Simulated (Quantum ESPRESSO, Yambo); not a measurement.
# Excitons of SrTiO3 (Tausonite) on ever denser meshes, part 3 of 4

Wanted: excitons and ε₂ of SrTiO3 (Tausonite), with cost.

Quantum ESPRESSO 7.5 and Yambo 5.3.0; PBE and many-body steps on it, plane waves. Known limits of the many-body steps: not at the basis limit; no spin-orbit coupling; coarse k mesh; bindings not settled in the k mesh.

So far. Step 8 (Triplet (no exchange term)): The lowest triplet lies at 3.438 eV; without spin-orbit coupling triplets are dark, so no spectrum is read. Step 9 (Empty states on the mesh, 6×6×6 mesh, 33 bands): On this mesh the gap is 1.908 eV.

## Step 11: k mesh (6×6×6)

This step: Bethe-Salpeter equation on PBE with a scissors shift, plane waves, norm-conserving pseudopotentials.

Contents of bse6.in:

```
optics
bss
bse
em1s
dipoles
rim_cut
RandQpts= 1000000
RandGvec= 1 RL
Chimod= "HARTREE"
BSKmod= "SEX"
BSEmod= "resonant"
BSSmod= "d"
BSENGexx= 20 Ry
BSENGBlk= 4 Ry
% BSEQptR
 1 | 1 |
%
% BSEBands
 18 | 23 |
%
% BEnRange
 0 | 6 | eV
%
% BDmRange
 0.1 | 0.1 | eV
%
BEnSteps= 121
% BLongDir
 1 | 0 | 0 |
%
% BndsRnXs
 6 | 33 |
%
NGsBlkXs= 4 Ry
% LongDrXs
 1 | 1 | 1 |
%
% KfnQP_E
 1.626 | 1.0 | 1.0 |
%
WRbsWF
FFTGvecs= 34 Ry
```

Started as:

```console
OMP_NUM_THREADS=1 mpirun -n 8 yambo -F bse6.in -J bse6 -C bse6 > bse6.log
```

What it wrote:

```text
 Yambo, version 5.3.0

 [02] CORE Variables Setup
 =========================

  [... cell, symmetries and grids as in the set-up ...]

  [02.05] Energies & Occupations
  ==============================

  [X] === General ===
  [X] Electronic Temperature                        :  0.000000  0.000000 [eV K]
  [X] Bosonic    Temperature                        :  0.000000  0.000000 [eV K]
  [X] Finite Temperature mode                       : no
  [X] El. density                                   :  0.67159E+24 [cm-3]
  [X] Fermi Level                                   :  10.04689 [eV]

  [X] === Gaps and Widths ===
  [X] Conduction Band Min                           :  1.907625 [eV]
  [X] Valence Band Max                              :  0.000000 [eV]
  [X] Filled Bands                                  :  20
  [X] Empty Bands                                   :   21   33
  [X] Direct Gap                                    :  2.262758 [eV]
  [X] Direct Gap localized at k                     :  1
  [X] Indirect Gap                                  :  1.907625 [eV]
  [X] Indirect Gap between kpts                     :  20   1
  [X] Last valence band width                       :  1.060244 [eV]
  [X] 1st conduction band width                     :  2.609049 [eV]

 [03] Transferred momenta grid and indexing
 ==========================================

 [BZ sampling] Q-grid is User defined and/or read from the database

 IBZ Q-points                                      :  20
 BZ  Q-points                                      :  216

 K/Q-points units:
 rlu = crystal or reduced units; cc = cartesian coordinates; iku = interal k-units

 Q [ 1]         [rlu]:  0.000000  0.000000  0.000000
 Q [ 2]         [rlu]:  0.000000  0.000000  0.166667
[...]
X band range                                     :    6   33
  X e/h energy range                               : -1.000000 -1.000000 [eV]
  X Time ordering                                  : T
  X Hxc Kernel                                     : HARTREE
  X Drude frequency                                :  0.000000  0.000000
  X poles                                          :  100.0000 [o/o]
  RL vectors in the sum                            :  1365
  [r,Vnl] included                                 : yes
  Field direction                                  :  0.577350E-5  0.577350E-5  0.577350E-5
  BZ energy Double Grid                            : no
  BZ energy DbGd points                            : 0
  BZ Q point size factor                           : -1.000000
  X Optical Averaged directions                    : none

 [08] Bethe Salpeter Equation driver
 ===================================

  [08.01] Bethe Salpeter Equation @q1
  ===================================

   [08.01.01] Transition pre-analysis @q1
   ======================================

   [08.01.02] Transition Groups build-up @q1
   =========================================

   [BSK] Transition groups (total):   80
   [BSK] Size (resonant):  1944
   [BSK]         (total):  1944
   [BSK] N. of matrices :  1

   [08.01.03] Loading Dipoles @q1
   ==============================

   [08.01.04] Independent Particles properties @q1
   ===============================================

   ==========================================================

   [BSE] Exchange components :   691
   [BSE] Correlation components :   81  301

    [08.01.05.01] Screened interaction header I/O
    =============================================

    [08.01.05.02] Main kernel loop
    ==============================

    [08.01.05.03] Wave-Function Phases
    ==================================

    [BSE] WF phases found       :  22.50000 [o/o]

   [08.01.06] BSE solver(s) @q1
   ============================

   [SLK-Digonalization]  Pools        :  2
   [SLK-Digonalization]  BLACS grid   :  2  2

   [08.01.07] Diago Solver @q1
   ===========================

 [11] Game Over & Game summary
```

The job ended after 39 s (8 MPI ranks of Arm Neoverse V1, shared host; peak memory 3.2 GiB; 4.4 min of CPU time).

This step gave:

- transitions in the window: 1944
- direct gap of the transition levels: 3.889 eV
- lowest state: 3.579 eV
- first strong exciton (over a fiftieth of the strongest listed): 3.586 eV
- binding of the lowest state below the direct gap: 0.3097 eV
- Coulomb term of one mesh cell: 0.3002 eV

The binding is 1.0 times the screened Coulomb term of one mesh cell (0.30 eV), so it is not shown settled.

The lowest state lies at 3.579 eV, 0.310 eV under the direct gap.

The window of bands is narrower than in the first exciton run, so this row is not like for like with it.

## Step 12: Triplet (no exchange term)

bse7.in, as its differences from bse6.in of step 11:

```diff
@@ -12,3 +12,3 @@
 BSSmod= "d"
-BSENGexx= 20 Ry
+BSENGexx= 1 RL
 BSENGBlk= 4 Ry
```

Started as:

```console
OMP_NUM_THREADS=1 mpirun -n 8 yambo -F bse7.in -J bse7,bse6_W -C bse7 > bse7.log
```

What it wrote:

```text
 Yambo, version 5.3.0

 [02] CORE Variables Setup
 =========================

  [... cell, symmetries and grids as in the set-up ...]

  [02.05] Energies & Occupations
  ==============================

  [X] === General ===
  [X] Electronic Temperature                        :  0.000000  0.000000 [eV K]
  [X] Bosonic    Temperature                        :  0.000000  0.000000 [eV K]
  [X] Finite Temperature mode                       : no
  [X] El. density                                   :  0.67159E+24 [cm-3]
[...]
=========================================

  [WARNING] [r,Vnl^pseudo] included in position and velocity dipoles.

  [WARNING] In case H contains other non local terms, these are neglected

 [07] Static Dielectric Matrix
 =============================

    [08.01.05.02] Main kernel loop
    ==============================

    [08.01.05.03] Wave-Function Phases
    ==================================

    [BSE] WF phases found       :  22.50000 [o/o]

   [08.01.06] BSE solver(s) @q1
   ============================

   [SLK-Digonalization]  Pools        :  2
   [SLK-Digonalization]  BLACS grid   :  2  2

   [08.01.07] Diago Solver @q1
   ===========================

 [11] Game Over & Game summary
```

It took 52 s on 8 MPI ranks; peak memory 3.2 GiB.

The lowest triplet lies at 3.576 eV; without spin-orbit coupling triplets are dark, so no spectrum is read.

## Step 13: Empty states on the mesh, 8×8×8 mesh, 33 bands

This step: Quantum ESPRESSO 7.5; DFT, PBE, plane waves, norm-conserving pseudopotentials.

Contents of pw.in:

```
&control
  calculation = 'nscf'
  prefix = 'x'
  outdir = 'o'
  pseudo_dir = 'pseudo'
/
&system
  ibrav = 0
  nat = 5
  ntyp = 3
  ecutwfc = 76.0
  nbnd = 33
  force_symmorphic = .true.
/
&electrons
  conv_thr = 1e-9
  electron_maxstep = 80
  diago_full_acc = .true.
  diago_thr_init = 5e-6
/
ATOMIC_SPECIES
  Sr 87.62 Sr.upf
  Ti 47.867 Ti.upf
  O 15.999 O.upf
CELL_PARAMETERS angstrom
  3.9052800000 0.0000000000 0.0000000000
  0.0000000000 3.9052800000 0.0000000000
  0.0000000000 0.0000000000 3.9052800000
ATOMIC_POSITIONS crystal
  Sr 0.5000000000 0.5000000000 0.5000000000
  Ti 0.0000000000 0.0000000000 0.0000000000
  O 0.5000000000 0.0000000000 0.0000000000
  O 0.0000000000 0.5000000000 0.0000000000
  O 0.0000000000 0.0000000000 0.5000000000
K_POINTS automatic
  8 8 8 0 0 0
```

Started as:

```console
OMP_NUM_THREADS=1 mpirun -n 8 pw.x -nk 4 -in pw.in > pw.out
```

What it wrote:

```text
[banner, memory and clock lines left out]
Program PWSCF v.7.5 starts

     Atomic positions and unit cell read from directory:
     o/x.save/

     Message from routine setup:
     using ibrav=0 with symmetry is DISCOURAGED, use correct ibrav instead

     bravais-lattice index     =            0
     lattice parameter (alat)  =       7.3799  a.u.
     unit-cell volume          =     401.9325 (a.u.)^3
     number of atoms/cell      =            5
     number of atomic types    =            3
     number of electrons       =        40.00
[...]
8.8811   9.6918   9.6918   9.6918  11.9545  11.9545  11.9545  14.4348
[...]
26.9192

          k = 0.0000 0.0000 0.1250 (  4509 PWs)   bands (ev):

[...]
26.8981

          k = 0.0000 0.0000 0.2500 (  4504 PWs)   bands (ev):

[...]
8.3896   8.4494   9.4518   9.4518  12.0359  13.0094  13.0094  14.4439
    15.7343  16.4239  16.4352  17.6681  18.3064  18.9967  18.9967  24.9041
    26.5697

          k = 0.0000 0.0000 0.3750 (  4500 PWs)   bands (ev):

     [... further k-points ...]

     highest occupied, lowest unoccupied level (ev):    10.0469   11.9545

     XML data file, pseudopotentials, collected wavefunctions
```

Run time: 9.8 s. Hardware: 8 MPI ranks; peak memory 0.42 GiB.

This step gave:

| Property | Result |
| --- | --- |
| gap | 1.908 eV |
| k of the valence top | -0.5, -0.5, -0.5 |
| k of the conduction bottom | 0, 0, 0 |
| least direct gap | 2.263 eV |
| k points computed | 35 |
| lowest point of the top converged band, above the valence top | 12.05 eV |

On this mesh the gap is 1.908 eV.

## Step 14: Conversion and set-up

This step: Yambo 5.3.0; conversion and set-up on PBE, plane waves, norm-conserving pseudopotentials.

Started as:

```console
(cd o/x.save; p2y > p2y.log; mv SAVE ../..); yambo > setup.log
```

What it wrote:

```text
 Yambo, version 5.3.0

 [02] CORE Variables Setup
 =========================

  [02.01] Unit cells
  ==================

  Cell kind             :  CUB
  Atoms in the cell     :  Sr  Ti  O
  number of Sr atoms    :  1
  number of Ti atoms    :  1
  number of O  atoms    :  3

  List of atomic masses
  Mass of Sr    :  87.62000
  Mass of Ti    :  47.86700
  Mass of O     :  15.99900

  List of atomic coordinates    : [cc]
  Sr1       :  3.689955  3.689955  3.689955  order 1
  Ti1       :  0.000000  0.000000  0.000000  order 2
  O1       :  3.689955  0.000000  0.000000  order 3
[...]
K/Q-points units:
 rlu = crystal or reduced units; cc = cartesian coordinates; iku = interal k-units

 Q [ 1]         [rlu]:  0.000000  0.000000  0.000000
 Q [ 2]         [rlu]:  0.000000  0.000000  0.125000
 Q [ 3]         [rlu]:  0.000000  0.000000  0.250000
[...]
Q [ 8]         [rlu]:  0.000000  0.125000  0.375000
 Q [ 9]         [rlu]:  0.000000  0.125000 -0.500000
 Q [10]         [rlu]:  0.000000  0.250000  0.250000
     [... 23 further rows ...]
 Q [34]         [rlu]:  0.375000 -0.500000 -0.500000
 Q [35]         [rlu]: -0.500000 -0.500000 -0.500000

  [03.01] X indexes
  =================

   [03.01.01] Sigma indexes
   ========================

 [06] Game Over & Game summary
```

Wall time 5.2 s (1 MPI rank); peak memory 0.26 GiB.

## Step 15: k mesh (8×8×8)

This step: Bethe-Salpeter equation on PBE with a scissors shift, plane waves, norm-conserving pseudopotentials.

bse9.in, as its differences from bse7.in of step 12:

```diff
@@ -12,3 +12,3 @@
 BSSmod= "d"
-BSENGexx= 1 RL
+BSENGexx= 20 Ry
 BSENGBlk= 4 Ry
@@ -18,3 +18,3 @@
 % BSEBands
- 18 | 23 |
+ 18 | 22 |
 %
```

Started as:

```console
OMP_NUM_THREADS=1 mpirun -n 8 yambo -F bse9.in -J bse9 -C bse9 > bse9.log
```

What it wrote:

```text
 Yambo, version 5.3.0

 [02] CORE Variables Setup
 =========================

  [... cell, symmetries and grids as in the set-up ...]

  [02.05] Energies & Occupations
  ==============================

  [X] === General ===
  [X] Electronic Temperature                        :  0.000000  0.000000 [eV K]
  [X] Bosonic    Temperature                        :  0.000000  0.000000 [eV K]
  [X] Finite Temperature mode                       : no
  [X] El. density                                   :  0.67159E+24 [cm-3]
[...]
==========================================================

   [BSE] Exchange components :   691
   [BSE] Correlation components :   81  301

    [08.01.05.01] Screened interaction header I/O
    =============================================

    [08.01.05.02] Main kernel loop
    ==============================

    [08.01.05.03] Wave-Function Phases
    ==================================

    [BSE] WF phases found       :  30.47619 [o/o]

   [08.01.06] BSE solver(s) @q1
   ============================

   [SLK-Digonalization]  Pools        :  2
   [SLK-Digonalization]  BLACS grid   :  2  2

   [08.01.07] Diago Solver @q1
   ===========================

 [11] Game Over & Game summary
```

Elapsed: 2.3 min, on 8 MPI ranks; peak memory 4.9 GiB; 15 min of CPU time.

Numbers from this step:

| Property | Result |
| --- | --- |
| transitions in the window | 3072 |
| direct gap of the transition levels | 3.889 eV |
| lowest state | 3.653 eV |
| first strong exciton (over a fiftieth of the strongest listed) | 3.654 eV |
| binding of the lowest state below the direct gap | 0.2355 eV |
| Coulomb term of one mesh cell | 0.2270 eV |

The binding is 1.0 times the screened Coulomb term of one mesh cell (0.23 eV), so it is not shown settled.

The lowest state lies at 3.653 eV, 0.235 eV under the direct gap.

Field along x; broadening 0.1 eV; transition window only. Limits: finite bands, cutoff and mesh; no spin-orbit coupling; exciton not shown settled in the k mesh. Table of ε₂ by photon energy; read off at these points:

```tsv
photon energy (eV)	BSE	no electron-hole interaction
0.00	0.0121	0.00904
0.20	0.0133	0.00978
0.40	0.0146	0.0106
0.60	0.0162	0.0116
0.80	0.0180	0.0126
1.00	0.0201	0.0139
1.20	0.0227	0.0153
1.40	0.0259	0.0170
1.60	0.0298	0.0191
1.80	0.0347	0.0215
2.00	0.0410	0.0244
2.20	0.0493	0.0281
2.40	0.0606	0.0327
2.60	0.0769	0.0386
2.80	0.102	0.0467
3.00	0.144	0.0579
3.20	0.226	0.0748
3.40	0.441	0.103
3.60	1.50	0.162
3.80	3.22	0.365
4.00	4.07	1.05
4.20	2.62	1.44
4.40	3.00	1.89
4.55	3.95	1.34
4.60	3.93	1.40
4.80	3.50	3.01
5.00	2.40	4.16
5.05	1.93	4.32
5.20	1.69	3.91
5.40	4.67	1.57
5.45	5.42	1.45
5.60	3.82	1.90
5.80	1.92	3.59
5.95	1.30	4.80
6.00	1.17	4.59
```

The window of bands is narrower than in the first exciton run, so this row is not like for like with it.

The program warns that the window of bands cuts a degenerate level, which breaks the symmetry of states and spectrum.

## Step 16: Triplet (no exchange term)

bse10.in, as its differences from bse9.in of step 15:

```diff
@@ -12,3 +12,3 @@
 BSSmod= "d"
-BSENGexx= 20 Ry
+BSENGexx= 1 RL
 BSENGBlk= 4 Ry
```

Started as:

```console
OMP_NUM_THREADS=1 mpirun -n 8 yambo -F bse10.in -J bse10,bse9_W -C bse10 > bse10.log
```

What it wrote:

```text
 Yambo, version 5.3.0

 [02] CORE Variables Setup
 =========================

  [... cell, symmetries and grids as in the set-up ...]

  [02.05] Energies & Occupations
  ==============================

  [X] === General ===
  [X] Electronic Temperature                        :  0.000000  0.000000 [eV K]
  [X] Bosonic    Temperature                        :  0.000000  0.000000 [eV K]
  [X] Finite Temperature mode                       : no
  [X] El. density                                   :  0.67159E+24 [cm-3]
[...]
=========================================

  [WARNING] [r,Vnl^pseudo] included in position and velocity dipoles.

  [WARNING] In case H contains other non local terms, these are neglected

 [07] Static Dielectric Matrix
 =============================

    [08.01.05.02] Main kernel loop
    ==============================

    [08.01.05.03] Wave-Function Phases
    ==================================

    [BSE] WF phases found       :  30.47619 [o/o]

   [08.01.06] BSE solver(s) @q1
   ============================

   [SLK-Digonalization]  Pools        :  2
   [SLK-Digonalization]  BLACS grid   :  2  2

   [08.01.07] Diago Solver @q1
   ===========================

 [11] Game Over & Game summary
```

It took 86 s on 8 MPI ranks; peak memory 5 GiB.

The lowest triplet lies at 3.651 eV; without spin-orbit coupling triplets are dark, so no spectrum is read.

The program warns that the window of bands cuts a degenerate level, which breaks the symmetry of states and spectrum.

## Step 17: Empty states on the mesh, 10×10×10 mesh, 33 bands

This step: Quantum ESPRESSO 7.5; DFT, PBE, plane waves, norm-conserving pseudopotentials.

pw.in: that of step 13 with these lines changed.

```diff
@@ -35,2 +35,2 @@
 K_POINTS automatic
-  8 8 8 0 0 0
+  10 10 10 0 0 0
```

Started as:

```console
OMP_NUM_THREADS=1 mpirun -n 8 pw.x -nk 4 -in pw.in > pw.out
```

What it wrote:

```text
[banner, memory and clock lines left out]
Program PWSCF v.7.5 starts

     Atomic positions and unit cell read from directory:
     o/x.save/

     Message from routine setup:
     using ibrav=0 with symmetry is DISCOURAGED, use correct ibrav instead

     bravais-lattice index     =            0
     lattice parameter (alat)  =       7.3799  a.u.
     unit-cell volume          =     401.9325 (a.u.)^3
     number of atoms/cell      =            5
     number of atomic types    =            3
     number of electrons       =        40.00
[...]
8.8811   9.6918   9.6918   9.6918  11.9545  11.9545  11.9545  14.4348
[...]
26.9192

          k = 0.0000 0.0000 0.1000 (  4497 PWs)   bands (ev):

[...]
26.9051

          k = 0.0000 0.0000 0.2000 (  4529 PWs)   bands (ev):

[...]
8.5743   8.7162   9.5054   9.5054  12.0102  12.7161  12.7161  14.4417
    15.4009  16.1228  16.1477  17.2021  18.3614  18.8378  18.8378  25.2666
    26.8760

          k = 0.0000 0.0000 0.3000 (  4520 PWs)   bands (ev):

     [... further k-points ...]

     highest occupied, lowest unoccupied level (ev):    10.0469   11.9545

     XML data file, pseudopotentials, collected wavefunctions
```

Wall time 8.5 s (8 MPI ranks); peak memory 0.42 GiB.

This step gave:

| Item | Value |
| --- | --- |
| gap | 1.908 eV |
| k of the valence top | -0.5, -0.5, -0.5 |
| k of the conduction bottom | 0, 0, 0 |
| least direct gap | 2.263 eV |
| k points computed | 56 |
| lowest point of the top converged band, above the valence top | 12.05 eV |

On this mesh the gap is 1.908 eV.

## Step 18: Conversion and set-up

This step: Yambo 5.3.0; conversion and set-up on PBE, plane waves, norm-conserving pseudopotentials.

Started as:

```console
(cd o/x.save; p2y > p2y.log; mv SAVE ../..); yambo > setup.log
```

What it wrote:

```text
 Yambo, version 5.3.0

 [02] CORE Variables Setup
 =========================

  [02.01] Unit cells
  ==================

  Cell kind             :  CUB
  Atoms in the cell     :  Sr  Ti  O
  number of Sr atoms    :  1
  number of Ti atoms    :  1
  number of O  atoms    :  3

  List of atomic masses
  Mass of Sr    :  87.62000
  Mass of Ti    :  47.86700
  Mass of O     :  15.99900

  List of atomic coordinates    : [cc]
  Sr1       :  3.689955  3.689955  3.689955  order 1
  Ti1       :  0.000000  0.000000  0.000000  order 2
  O1       :  3.689955  0.000000  0.000000  order 3
[...]
Q [ 1]         [rlu]:  0.000000  0.000000  0.000000
 Q [ 2]         [rlu]:  0.000000  0.000000  0.100000
 Q [ 3]         [rlu]:  0.000000  0.000000  0.200000
[...]
Q [ 8]         [rlu]:  0.000000  0.100000  0.200000
 Q [ 9]         [rlu]:  0.000000  0.100000  0.300000
 Q [10]         [rlu]:  0.000000  0.100000  0.400000
     [... 38 further rows ...]
 Q [49]         [rlu]:  0.300000  0.300000 -0.500000
 Q [50]         [rlu]:  0.300000  0.400000  0.400000

 Remaining 6 points informations can be written running with -fatlog

  [03.01] X indexes
  =================

   [03.01.01] Sigma indexes
   ========================

 [06] Game Over & Game summary
```

Wall time 5.9 s (1 MPI rank); peak memory 0.27 GiB.

(Continued in part 4 of 4.)

[Paths, hosts, dates, memory and timing lines, banners, echoed tables and standing remarks are left out of the program output.]

[Logs are printed without paths, hosts, clocks, repeated set-up lines and the standing remarks that a program may print on its own settings, such as how far it seeks lower states.]

[Runs of the session that timed out or met a known fault of the program may be left out.]

[Hosts, paths, dates, database ids (printed as entryN), source tags and the programs' standing remarks are cut or masked in the printed files.]
